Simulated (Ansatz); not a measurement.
Rows from a G0W0 calculation on Ge2WN4 (MoSi2N4-type monolayer) (Ansatz 0.2.0; G0W0 on PBE, plane waves, PAW; PAW set soft_1; 6×6×1 mesh, 357 empty bands, screening to 65 eV, PAW set soft_1 files), in eV. Spin-orbit coupling is left out.

| row | Σx | Σc | Vxc | Z |
| --- | --- | --- | --- | --- |
| A | -16.48 | -3.11 | -20.32 | 0.75 |
| B | -20.37 | 0.99 | -19.41 | 0.76 |
| C | -13.46 | -3.48 | -17.90 | 0.77 |
| D | -14.72 | -4.64 | -20.35 | 0.75 |
| E | -19.04 | 0.42 | -18.78 | 0.76 |
| F | -12.50 | -3.73 | -17.31 | 0.78 |

**Question.** Which rows are filled states and which are empty ones, and how can one tell?

Filled: B and E. Empty: A, C, D and F. The sign of Σc tells: for a filled state bare exchange, which holds its interaction with itself, lies below Vxc (Σx − Vxc is -0.3 eV or lower here) and screening gives part back as a positive Σc. For an empty state Σx lies above Vxc (+3.8 eV or more) and the Coulomb hole leaves Σc negative.

[Runs of the session that timed out or met a known fault of the program may be left out.]

[Cells called generated may have been cut or substituted from an entry of the Crystallography Open Database or the Materials Project.]

[Hosts, paths, dates, database ids (printed as entryN), source tags and the programs' standing remarks are cut or masked in the printed files.]
